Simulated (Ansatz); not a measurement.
## GaSn (built on the sites of a database entry of HfB): from the cell to its phonons

Aim: the vibrations of GaSn (built on the sites of a database entry of HfB), their spectra, and whether the structure is stable.

Main program and level: Ansatz 0.2.0; DFT LDA, scalar-relativistic, plane waves, norm-conserving pseudopotentials.

Report form: the programs' logs are mostly left out.

The structure was built from a prototype and need not be the compound's stable phase.

## 1. Set-up

It takes space group Fm-3m (No. 225, cubic). Conventional cell: a = 4.288 Å, b = 4.288 Å, c = 4.288 Å, α = 90.00°, β = 90.00°, γ = 90.00°. Nearest to Sn lie 6 Ga at 2.14 Å. Nearest to Ga lie 6 Sn at 2.14 Å. Farther neighbours are not listed.

## 2. Rough relaxation

A rough relaxation comes first, because large forces or stress need no tight tolerances yet.

The input, input.yaml:

```yaml
crystal:
  lattice:
    - [0.0, 2.14418, 2.14418]
    - [2.14418, 0.0, 2.14418]
    - [2.14418, 2.14418, 0.0]
  atoms:
    - { symbol: Sn, position: [0.5, 0.5, 0.5] }
    - { symbol: Ga, position: [0.0, 0.0, 0.0] }
kpoints:
  mp_grid: { grid: [8, 8, 8] }
hamiltonian:
  xc: lda
  pseudopotentials: { kind: nc }
scf:
  occupations: { method: gaussian, width: 0.1 }
output:
  forces: true
  stress: true
  eigenvalues: true
relax:
  adjacent_minimum: "off"
  f_tol: 0.05
  max_steps: 80
  cell: { stress_tol: 0.5 }
```

Started as:

```
$ ansatz run input.yaml --threads 4 --pin off --max-ram 7168MiB --backend cpu --events-out ev --progress --plain --runs-dir out
```

The job ended after 31 s (4 threads of Arm Neoverse N1, shared host; peak memory 0.39 GiB; 87 s of CPU time).

Step by step:

| step | energy less that of the first step (eV) | largest force component (eV/Å) | pressure (GPa) | volume (Å³) |
| --- | --- | --- | --- | --- |
| 1 | 0.0000 | 0.0000 | 348.98 | 19.72 |
| 2 | -5.0832 | 0.0000 | 203.29 | 22.74 |
| 3 | -8.2595 | 0.0000 | 109.54 | 26.06 |
| 4 | -9.8608 | 0.0000 | 33.95 | 29.69 |
| 5 | -10.0432 | 0.0000 | -4.65 | 31.67 |
| 6 | -10.0466 | 0.0000 | 0.42 | 31.42 |
| 7* | -11.0054 | 0.0000 | 50.34 | 31.42 |
| 8 | -11.6527 | 0.0000 | 32.19 | 33.97 |
| 9 | -12.2185 | 0.0000 | 11.69 | 38.28 |
| 10 | -12.3343 | 0.0000 | 1.00 | 41.26 |
| 11 | -12.3350 | 0.0000 | -0.19 | 41.59 |
| 12* | -12.4339 | 0.0000 | 5.34 | 41.59 |
| 13 | -12.4702 | 0.0000 | 2.50 | 43.11 |
| 14 | -12.4813 | 0.0000 | 0.19 | 44.55 |
| 15* | -12.4828 | 0.0000 | 0.27 | 44.55 |

Relaxation steps marked * repeat the geometry before them on a plane-wave basis chosen anew for their cell, so energy and pressure can jump there.

Forces are held to the 48 operations that the run works with; a distortion that breaks them can't arise in this run.

| cell as run | before | after | change |
| --- | --- | --- | --- |
| a (Å) | 3.032 | 3.979 | +31.2 % |
| b (Å) | 3.032 | 3.979 | +31.2 % |
| c (Å) | 3.032 | 3.979 | +31.2 % |
| volume (Å³/atom) | 9.86 | 22.27 | +125.9 % |

Final coordinates:

```
Sn Ga
1.0
     0.00000    2.81357    2.81357
     2.81357    0.00000    2.81357
     2.81357    2.81357    0.00000
Sn Ga
1 1
Direct
  0.50000 0.50000 0.50000
  0.00000 0.00000 0.00000
```

This step gave:

```
pressure          : 0.2659 GPa
volume per atom   : 22.27 Å³
gap on the k-mesh : 0 eV
```

In this step the volume went from 9.86 to 22.27 Å³/atom.

## 3. Relaxation

Harmonic phonons are second derivatives at a point where the forces vanish, and they are wanted at zero stress, so atoms and cell are relaxed first.

input.yaml, the sections that differ from step 2:

```yaml
crystal:
  lattice:
    - [0.0, 2.8135700541, 2.8135700541]
    - [2.8135700541, 0.0, 2.8135700541]
    - [2.8135700541, 2.8135700541, 0.0]
  atoms:
    - { symbol: Sn, position: [0.5, 0.5, 0.5] }
    - { symbol: Ga, position: [0.0, 0.0, 0.0] }
kpoints:
  mp_grid: { grid: [12, 12, 12] }
relax:
  adjacent_minimum: "off"
  f_tol: 0.005
  max_steps: 80
  cell: { stress_tol: 0.05 }
# hamiltonian, scf, output: as in step 2
```

Wall time 12 s (4 threads); peak memory 0.48 GiB.

Little changed from the start: no atom moved by 0.005 Å and no cell edge by 0.1 %.

Numbers from this step:

* pressure: -0.03129 GPa

In this step the volume went from 22.27 to 22.27 Å³/atom.

## 4. Tight relaxation

Phonons need a cell at rest on their own settings, so the relaxation is repeated with tight tolerances on forces and stress, using the mesh and the filling of the phonon run that follows.

input.yaml, the sections that differ from step 3:

```yaml
scf:
  occupations: { method: methfessel_paxton, width: 0.15 }
relax:
  adjacent_minimum: "off"
  f_tol: 0.001
  max_steps: 60
  cell: { stress_tol: 0.01 }
# crystal, kpoints, hamiltonian, output: as in step 3
```

Elapsed: 23 s, on 4 threads; peak memory 0.48 GiB; 71 s of CPU time.

Little changed from the start: no atom moved by 0.005 Å and no cell edge by 0.1 %.

Numbers from this step:

* pressure: -6.79e-4 GPa
* volume per atom: 22.25 Å³

The forces vanish by symmetry and the pressure is -0.001 GPa, within the tolerances set. The cell now holds 22.25 Å³/atom.

## 5. Modes at Γ

The zone centre comes first: it holds the modes that light can see, as far as symmetry allows. No field response is asked, since the mesh shows no gap.

input.yaml, the sections that differ from step 4:

```yaml
crystal:
  lattice:
    - [0.0, 2.8127837296, 2.8127837296]
    - [2.8127837296, 0.0, 2.8127837296]
    - [2.8127837296, 2.8127837296, 0.0]
  atoms:
    - { symbol: Sn, position: [0.5, 0.5, 0.5] }
    - { symbol: Ga, position: [0.0, 0.0, 0.0] }
output:
  eigenvalues: true
phonons:
  method: dfpt
# kpoints, hamiltonian, scf: as in step 4
# relax: removed
```

Wall time 72 s (4 threads); peak memory 1.3 GiB.

Numbers from this step:

```
sum-rule residual before enforcement                    : 2.31e-4 eV/Å²
point group                                             : m-3m
highest optical mode at the zone centre (no LO-TO term) : 148.6 cm⁻¹
lowest optical zone-centre mode                         : 148.6 cm⁻¹
```

Patterns of degenerate modes are one choice out of their space. The modes at Γ (shares of kinetic energy by element, %):

| mode | frequency (cm⁻¹) | symmetry | Sn % | Ga % |
| --- | --- | --- | --- | --- |
| 1 | 0.0 | acoustic | 63 | 37 |
| 2 | 0.0 | acoustic | 63 | 37 |
| 3 | 0.0 | acoustic | 63 | 37 |
| 4 | 148.6 | T1u | 37 | 63 |
| 5 | 148.6 | T1u | 37 | 63 |
| 6 | 148.6 | T1u | 37 | 63 |

Displacements in mode 5 (148.6 cm⁻¹), the largest set to 1:
```
Sn1  0.00  0.00 -0.59
Ga2  0.00  0.00  1.00
```

Before it was imposed, the acoustic sum rule was missed by 2.3e-4 eV/Å². Small misses are needed for a sound result but don't prove that mesh and cutoff are converged. The lowest optical mode is real, 149 cm⁻¹.

## 6. Phonons on a q mesh

Stability and thermal properties need the whole zone. Linear response on a 4×4×4 q mesh gives force constants as far as a supercell of that size would.

Edit input.yaml of step 5 so:

```diff
@@ -19 +19,8 @@
   method: dfpt
+  qmesh: [4, 4, 4]
+  temperatures: { t_max: 1000, t_step: 50 }
+  qpath:
+    path:
+      - [[0.0, 0.0, 0.0], [0.5, 0.0, 0.5], [0.625, 0.25, 0.625]]
+      - [[0.375, 0.375, 0.75], [0.0, 0.0, 0.0], [0.5, 0.5, 0.5], [0.5, 0.25, 0.75], [0.5, 0.0, 0.5]]
+    npoints: 10
```

Wall time 24 min (4 threads); peak memory 5 GiB.

The run ended with an error after its SCF cycle had converged; no result of it is taken.

The program's message: “memory limit exceeded: the `dfpt response` phase needs 7.27 GiB against the run's memory maximum of 7.00 GiB; largest carriers: scf state 3.37 GiB, retained responses 1.30 GiB, fixed right-hand sides …”

## 7. Another isotope, element Ga, natural mass 69.723 amu

An isotope changes the mass and not the force constants, so no new electronic calculation is needed; the shifts show which modes move this element.

The same force constants with the mass of Ga changed from 69.723 to 70.925 u (phonopy, no LO-TO term). Both lists are sorted by frequency; levels can cross, so a row need not hold one and the same mode. Modes under 3 cm⁻¹ are left out. Isotope shifts, by row:

| q | rank | natural mass (cm⁻¹) | changed mass (cm⁻¹) |
| --- | --- | --- | --- |
| 0 0 0 | 4 | 148.6 | 147.8 |
| 0 0 0 | 5 | 148.6 | 147.8 |
| 0 0 0 | 6 | 148.6 | 147.8 |

A mode of this element alone would shift by -0.85 %. The highest zone-centre frequency without the field goes from 148.6 to 147.8 cm⁻¹ (-0.5 %). The product of the frequency ratios over all optical modes at Γ is 0.984; the product rule, (m/m′)^(3k/2) (M′/M)^(3/2) with k = 1 such atoms and M the mass of the cell, gives 0.984.

## 8. Another isotope, element Sn, natural mass 118.71 amu

The same for Sn, from 118.71 to 123.91 u.

The same force constants with the mass of Sn changed from 118.710 to 123.905 u (phonopy, no LO-TO term). Both lists are sorted by frequency; levels can cross, so a row need not hold one and the same mode. Modes under 3 cm⁻¹ are left out. Isotope shifts, by row:

| q | rank | natural mass (cm⁻¹) | changed mass (cm⁻¹) |
| --- | --- | --- | --- |
| 0 0 0 | 4 | 148.6 | 147.4 |
| 0 0 0 | 5 | 148.6 | 147.4 |
| 0 0 0 | 6 | 148.6 | 147.4 |

A mode of this element alone would shift by -2.12 %. The highest zone-centre frequency without the field goes from 148.6 to 147.4 cm⁻¹ (-0.8 %). The product of the frequency ratios over all optical modes at Γ is 0.977; the product rule, (m/m′)^(3k/2) (M′/M)^(3/2) with k = 1 such atoms and M the mass of the cell, gives 0.977.

## 9. Outcome

```json
{
  "space group after relaxation (within 0.01 Å)": "Fm-3m",
  "volume per atom": "22.3 Å³",
  "electronic character": "no gap on this mesh",
  "highest optical mode at the zone centre (no LO-TO term)": "149 cm⁻¹",
  "lowest optical zone-centre mode": "149 cm⁻¹",
  "imaginary modes at Γ (the only wavevector solved)": "none"
}
```

**Reading.** The structure is stable against zone-centre distortions, since no mode there is imaginary; other wavevectors were not solved, so zone-boundary instabilities are untested. The optical modes at Γ form one degenerate level at 149 cm⁻¹. No dispersion was computed. With no gap, or one that is small against the smearing, the frequencies hang on the k mesh and the smearing, most of all near Kohn anomalies. The phonon runs are without spin polarisation, although the cell has an odd electron count. Spin-orbit coupling is left out, which can matter for the heavy elements here. The starting cell was built on a prototype and not taken from a measurement, so the phase need not exist. These are harmonic frequencies at zero temperature: anharmonic shifts, linewidths and thermal expansion are left out.

[Logs are printed without paths, hosts, clocks, repeated set-up lines and the standing remarks that a program may print on its own settings, such as how far it seeks lower states.]

[Hosts, paths, dates, database ids (printed as entryN), source tags and the programs' standing remarks are cut or masked in the printed files.]
